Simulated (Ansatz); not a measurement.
# G0W0 on several functionals: Al2O3 (Corundum), part 2 of 2

One-shot GW is not self-consistent; how far does the start matter for Al2O3 (Corundum)?

Ansatz 0.2.0; G0W0 on several functionals, plane waves, PAW. Known limits of the many-body steps: not at the basis limit.

So far. Step 2 (G0W0 on PBE): The gap on the mesh goes from 6.22 eV to 8.94 eV, a correction of +2.71 eV. Between the two edge states, bare exchange in place of the xc potential would open the gap by 10.79 eV, and correlation takes back 8.08 eV.

In doubt: masses and optical values from hybrid runs of this build are listed as unsure (steps 3, 4), which bears on the screening that GW takes from such a start.

## 3. G0W0 on HSE06

The same correction from a different start measures what one shot leaves open.

This step: G0W0 on HSE06, plane waves, PAW.

Input file input.yaml:

```yaml
crystal:
  lattice:
    - [2.38025, 1.3742379782, 4.3318666667]
    - [-2.38025, 1.3742379782, 4.3318666667]
    - [0.0, -2.7484759565, 4.3318666667]
  atoms:
    - { symbol: Al, position: [0.35216, 0.35216, 0.35216] }
    - { symbol: Al, position: [0.14784, 0.14784, 0.14784] }
    - { symbol: Al, position: [0.64784, 0.64784, 0.64784] }
    - { symbol: Al, position: [0.85216, 0.85216, 0.85216] }
    - { symbol: O, position: [0.55668, 0.94332, 0.25] }
    - { symbol: O, position: [0.25, 0.55668, 0.94332] }
    - { symbol: O, position: [0.94332, 0.25, 0.55668] }
    - { symbol: O, position: [0.44332, 0.05668, 0.75] }
    - { symbol: O, position: [0.75, 0.44332, 0.05668] }
    - { symbol: O, position: [0.05668, 0.75, 0.44332] }
kpoints:
  mp_grid: { grid: [4, 4, 4] }
hamiltonian:
  xc: hse06
  pseudopotentials: { kind: paw, source: ansatz }
scf:
  occupations: { method: fixed }
gw:
  n_empty_bands: 505
  ecut_chi: 190.0
  qp_bands: [v3, c3]
  qp_kpoints: band_edges
  screening: { model: contour_deformation }
```

Run with:

```bash
> ansatz run input.yaml --threads 4 --pin off --max-ram 138240MiB --backend cuda --events-out ev --progress --plain --runs-dir out --devices 1 --max-vram 26GiB
```

Numbers of over 12 decimals in the logs are rounded to 6 here.

The program printed:

```text
GPUs: using 1 of 1 available (devices: 1).
[...]
davidson cushion auto → on  (no smearing: the cushion is to keep the highest requested band from converging to the state above it; pin scf.eigensolver.cushion to override)
[...]
GPU FFT provider: cuFFT
GPU libraries: cuBLAS 13.8.2, cuFFT 12.4.0, cuSOLVER 12.3.4
Crystal: 10 atoms, lattice volume = 85.018 Å³
Basis set: ecut = 930 eV, 5487 PW (Γ)
Bands: 50, of which v1, the nominal top of the filled ones, is band 40 counted from 1 (39 counted from 0)
Symmetry: 12 space group operations
[...]
k-points: 13 of 64
[...]
GPU buffer pool allocated for 216000 grid points (all kernels)
[...]
SCF iter   1: F=—  HF=-13145.179335 eV  |F-HF|=—  |Δ(HF+E_count)|=         —  Δρ=9.94e-2  dr2=5.36e0  ethr=1.00e-1  ⟨swp⟩=5.0  Hψ=2036  notcnv=0
[...]
SCF iter   4: F=-13143.872752 eV  HF=-13143.870819 eV  |F-HF|=1.93e-3  |Δ(HF+E_count)|=   1.75e-2  Δρ=3.43e-3  dr2=3.12e-3  ethr=3.89e-6  ⟨swp⟩=3.5  Hψ=3227  notcnv=0  defer=1
SCF 1 stopped early in 4 iterations: F = -13143.872752 eV  dr2 = 3.12e-3
[...]
GPU FFT provider: cuFFT
GPU libraries: cuBLAS 13.8.2, cuFFT 12.4.0, cuSOLVER 12.3.4
[...]
GPU buffer pool allocated for 216000 grid points (all kernels)
[...]
Frozen-core exchange: fock
[...]
Internal energy: -13145.344868 eV  (E = F + TS)
E sigma→0 (E₀):  -13145.344868 eV
Fermi energy:    8.055883 eV
[...]
--- Band table (eV; the first three rows and the last of 13) ---
  k-point 0: bands = [... 36 lower, 7.4612, 7.9956, 7.9956, 8.0559, 16.1473, 19.1097, 20.9172, 21.6303, ... 1 higher]
  k-point 1: bands = [... 36 lower, 7.1871, 7.5377, 7.8668, 7.9189, 17.4460, 20.1334, 20.1790, 20.8430, ... 1 higher]
  k-point 2: bands = [... 36 lower, 7.0277, 7.0277, 7.7242, 7.7242, 19.5125, 19.5125, 19.7123, 19.7123, ... 1 higher]
  k-point 12: bands = [... 36 lower, 7.6220, 7.6220, 7.6220, 7.6220, 18.6903, 18.6903, 21.1392, 21.1392, ... 1 higher]
  guard bands above this table: 5 of the run's 50 bands. The solve was not asked for them (output.publish_guard_bands: true or output.eigenvalues: true publishes all)
[...]
0    38      7.9956   -27.0050     3.6172   -22.6473  0.8318     7.2525     7.2552  root
     0    39      7.9956   -27.0050     3.6172   -22.6473  0.8318     7.2525     7.2552  root
     0    40      8.0559   -26.9564     3.5764   -22.6498  0.8322     7.3231     7.3256  root
     0    41     16.1473   -10.8684    -3.9025   -15.6853  0.8704    17.0645    17.0617  root
     0    42     19.1097    -7.5979    -4.2174   -12.6534  0.8757    19.9503    19.9477  root
     0    43     20.9172    -9.4915    -4.5385   -15.1210  0.8677    22.0130    22.0082  root
     1    38      7.5377   -26.5745     3.7349   -22.0533  0.8296     6.7484     6.7515  root
     1    39      7.8668   -26.8386     3.6593   -22.4218  0.8310     7.1065     7.1094  root
[...]
12    40      7.6220   -26.7662     3.6881   -22.3014  0.8307     6.8423     6.8453  root
    12    41     18.6903    -9.9257    -4.1542   -15.0276  0.8659    19.6414    19.6380  root
    12    42     18.6903    -9.9257    -4.1542   -15.0276  0.8659    19.6414    19.6380  root
    12    43     21.1392    -6.7844    -4.4352   -12.0469  0.8763    21.9692    21.9665  root
[key lines of the parts left out:]
Free energy (F): -13145.344868 eV
```

Wall time 94 s (1 × NVIDIA H100 80GB HBM3 (shared by 3 runs) with 4 threads of AMD EPYC 7R13 (Zen 3), shared host); peak memory 3 GiB.

This step gave:

- bands summed: 545
- RPA ε∞ on this mesh (eigenvalues): 2.721, 2.743, 2.743
- plane waves in the screening matrix: 507
- q-points in the mesh: 64
- G0W0 gap on the mesh: 9.736 eV
- k of the valence top: 0, 0, 0
- k of the conduction bottom: 0, 0, 0
- starting gap on the mesh: 8.091 eV
- Z at the valence top: 0.8322
- Z at the conduction bottom: 0.8704
- least direct G0W0 gap on the computed points: 9.736 eV

Against the run with 4×4×4 mesh, 505 empty bands, screening to 190 eV, hard PAW files on PBE, the gap moves by +0.80 eV, while the start moved by +1.87 eV.

## 4. G0W0 on PBE0

This step: G0W0 on PBE0, plane waves, PAW.

Changes to input.yaml since step 3:

```diff
@@ -19,3 +19,3 @@
 hamiltonian:
-  xc: hse06
+  xc: pbe0
   pseudopotentials: { kind: paw, source: ansatz }
```

The program printed:

```text
GPUs: using 1 of 1 available (devices: 1).
[...]
GPU FFT provider: cuFFT
GPU libraries: cuBLAS 13.8.2, cuFFT 12.4.0, cuSOLVER 12.3.4
Crystal: 10 atoms, lattice volume = 85.018 Å³
Basis set: ecut = 930 eV, 5487 PW (Γ)
Bands: 50, of which v1, the nominal top of the filled ones, is band 40 counted from 1 (39 counted from 0)
Symmetry: 12 space group operations
[...]
k-points: 13 of 64
[...]
1    38      7.1371   -26.5799     3.6165   -22.4657  0.8362     6.6383     6.6394  root
     1    39      7.4688   -26.8441     3.5443   -22.8317  0.8375     6.9998     7.0007  root
[...]
12    40      7.2231   -26.7709     3.5714   -22.7114  0.8372     6.7340     6.7351  root
    12    41     19.0651    -9.9070    -4.0595   -14.6343  0.8714    19.7345    19.7330  root
    12    42     19.0651    -9.9070    -4.0595   -14.6343  0.8714    19.7345    19.7330  root
    12    43     21.5171    -6.7794    -4.3355   -11.6616  0.8814    22.0649    22.0639  root
[key lines of the parts left out:]
Free energy (F): -13146.574372 eV
Fermi energy:    7.660757 eV
```

Wall time 94 s (1 × NVIDIA H100 80GB HBM3 (shared by 3 runs) with 4 threads); peak memory 3 GiB.

Numbers from this step:

| Property | Result |
| --- | --- |
| bands summed | 545 |
| RPA ε∞ on this mesh (eigenvalues) | 2.643, 2.663, 2.663 |
| plane waves in the screening matrix | 507 |
| G0W0 gap on the mesh | 9.929 eV |
| k of the valence top | 0, 0, 0 |
| k of the conduction bottom | 0, 0, 0 |
| starting gap on the mesh | 8.844 eV |
| least direct G0W0 gap on the computed points | 9.929 eV |

Against the run with 4×4×4 mesh, 505 empty bands, screening to 190 eV, hard PAW files on HSE06, the gap moves by +0.19 eV, while the start moved by +0.75 eV.

## 5. The starts together

All on the 4×4×4 mesh with 505 empty bands and screening to 190 eV. Times are wall times on 1 × NVIDIA H100 80GB HBM3 (shared by 3 runs) with 4 threads of AMD EPYC 7R13 (Zen 3), shared host, good to a factor of about two.

```
start  starting gap (eV)  shift (eV)  G0W0 gap (eV)  RPA ε∞ (harmonic mean)  Z (valence, conduction)  time
  PBE               6.22       +2.71           8.94                    3.11               0.81, 0.85  39 s
HSE06               8.09       +1.64           9.74                    2.74               0.83, 0.87  94 s
 PBE0               8.84       +1.08           9.93                    2.66               0.84, 0.88  94 s
```

How the two edges are built up, in eV (the quasiparticle level is the starting level plus Σx plus Σc less Vxc):

```
  run               edge  start      Σx     Σc     Vxc     Z     QP
  PBE        valence top   9.34  -26.93   4.00  -21.39  0.81   7.80
  PBE  conduction bottom  15.56  -11.34  -4.08  -16.60  0.85  16.74
HSE06        valence top   8.06  -26.96   3.58  -22.65  0.83   7.33
HSE06  conduction bottom  16.15  -10.87  -3.90  -15.69  0.87  17.06
 PBE0        valence top   7.66  -26.96   3.47  -23.06  0.84   7.22
 PBE0  conduction bottom  16.51  -10.86  -3.82  -15.32  0.88  17.15
```

For a hybrid start, Vxc holds its share of exact exchange.

## 6. Outcome

| Quantity | Value |
| --- | --- |
| G0W0@PBE | 8.94 eV (start 6.22 eV) |
| G0W0@HSE06 | 9.74 eV (start 8.09 eV) |
| G0W0@PBE0 | 9.93 eV (start 8.84 eV) |
| known limits | not at the basis limit |

In words: The starting gaps span 2.62 eV and the G0W0 gaps 0.99 eV. Between PBE and PBE0, 0.99 eV of the 2.62 eV survives, 38 %. PBE0 screens less than PBE (ε∞ 2.66 against 3.11). Of the 0.99 eV by which its G0W0 gap is higher, the correlation part gives +0.79 eV, and exchange with the one-particle terms, which follow the orbitals, +0.20 eV. The smallest correction, +1.08 eV, is on PBE0, the start nearest to reproducing itself. Bands and cutoff are finite, so the gap is not at the basis limit. The miss can reach some tenths of an eV and take either sign; the mesh is an error of its own.

[Paths, hosts, dates, memory and timing lines, banners, echoed tables and standing remarks are left out of the program output.]

[Logs are printed without paths, hosts, clocks, repeated set-up lines and the standing remarks that a program may print on its own settings, such as how far it seeks lower states.]

[Runs of the session that timed out or met a known fault of the program may be left out.]

[Cells called generated may have been cut or substituted from an entry of the Crystallography Open Database or the Materials Project.]

[Hosts, paths, dates, database ids (printed as entryN), source tags and the programs' standing remarks are cut or masked in the printed files.]
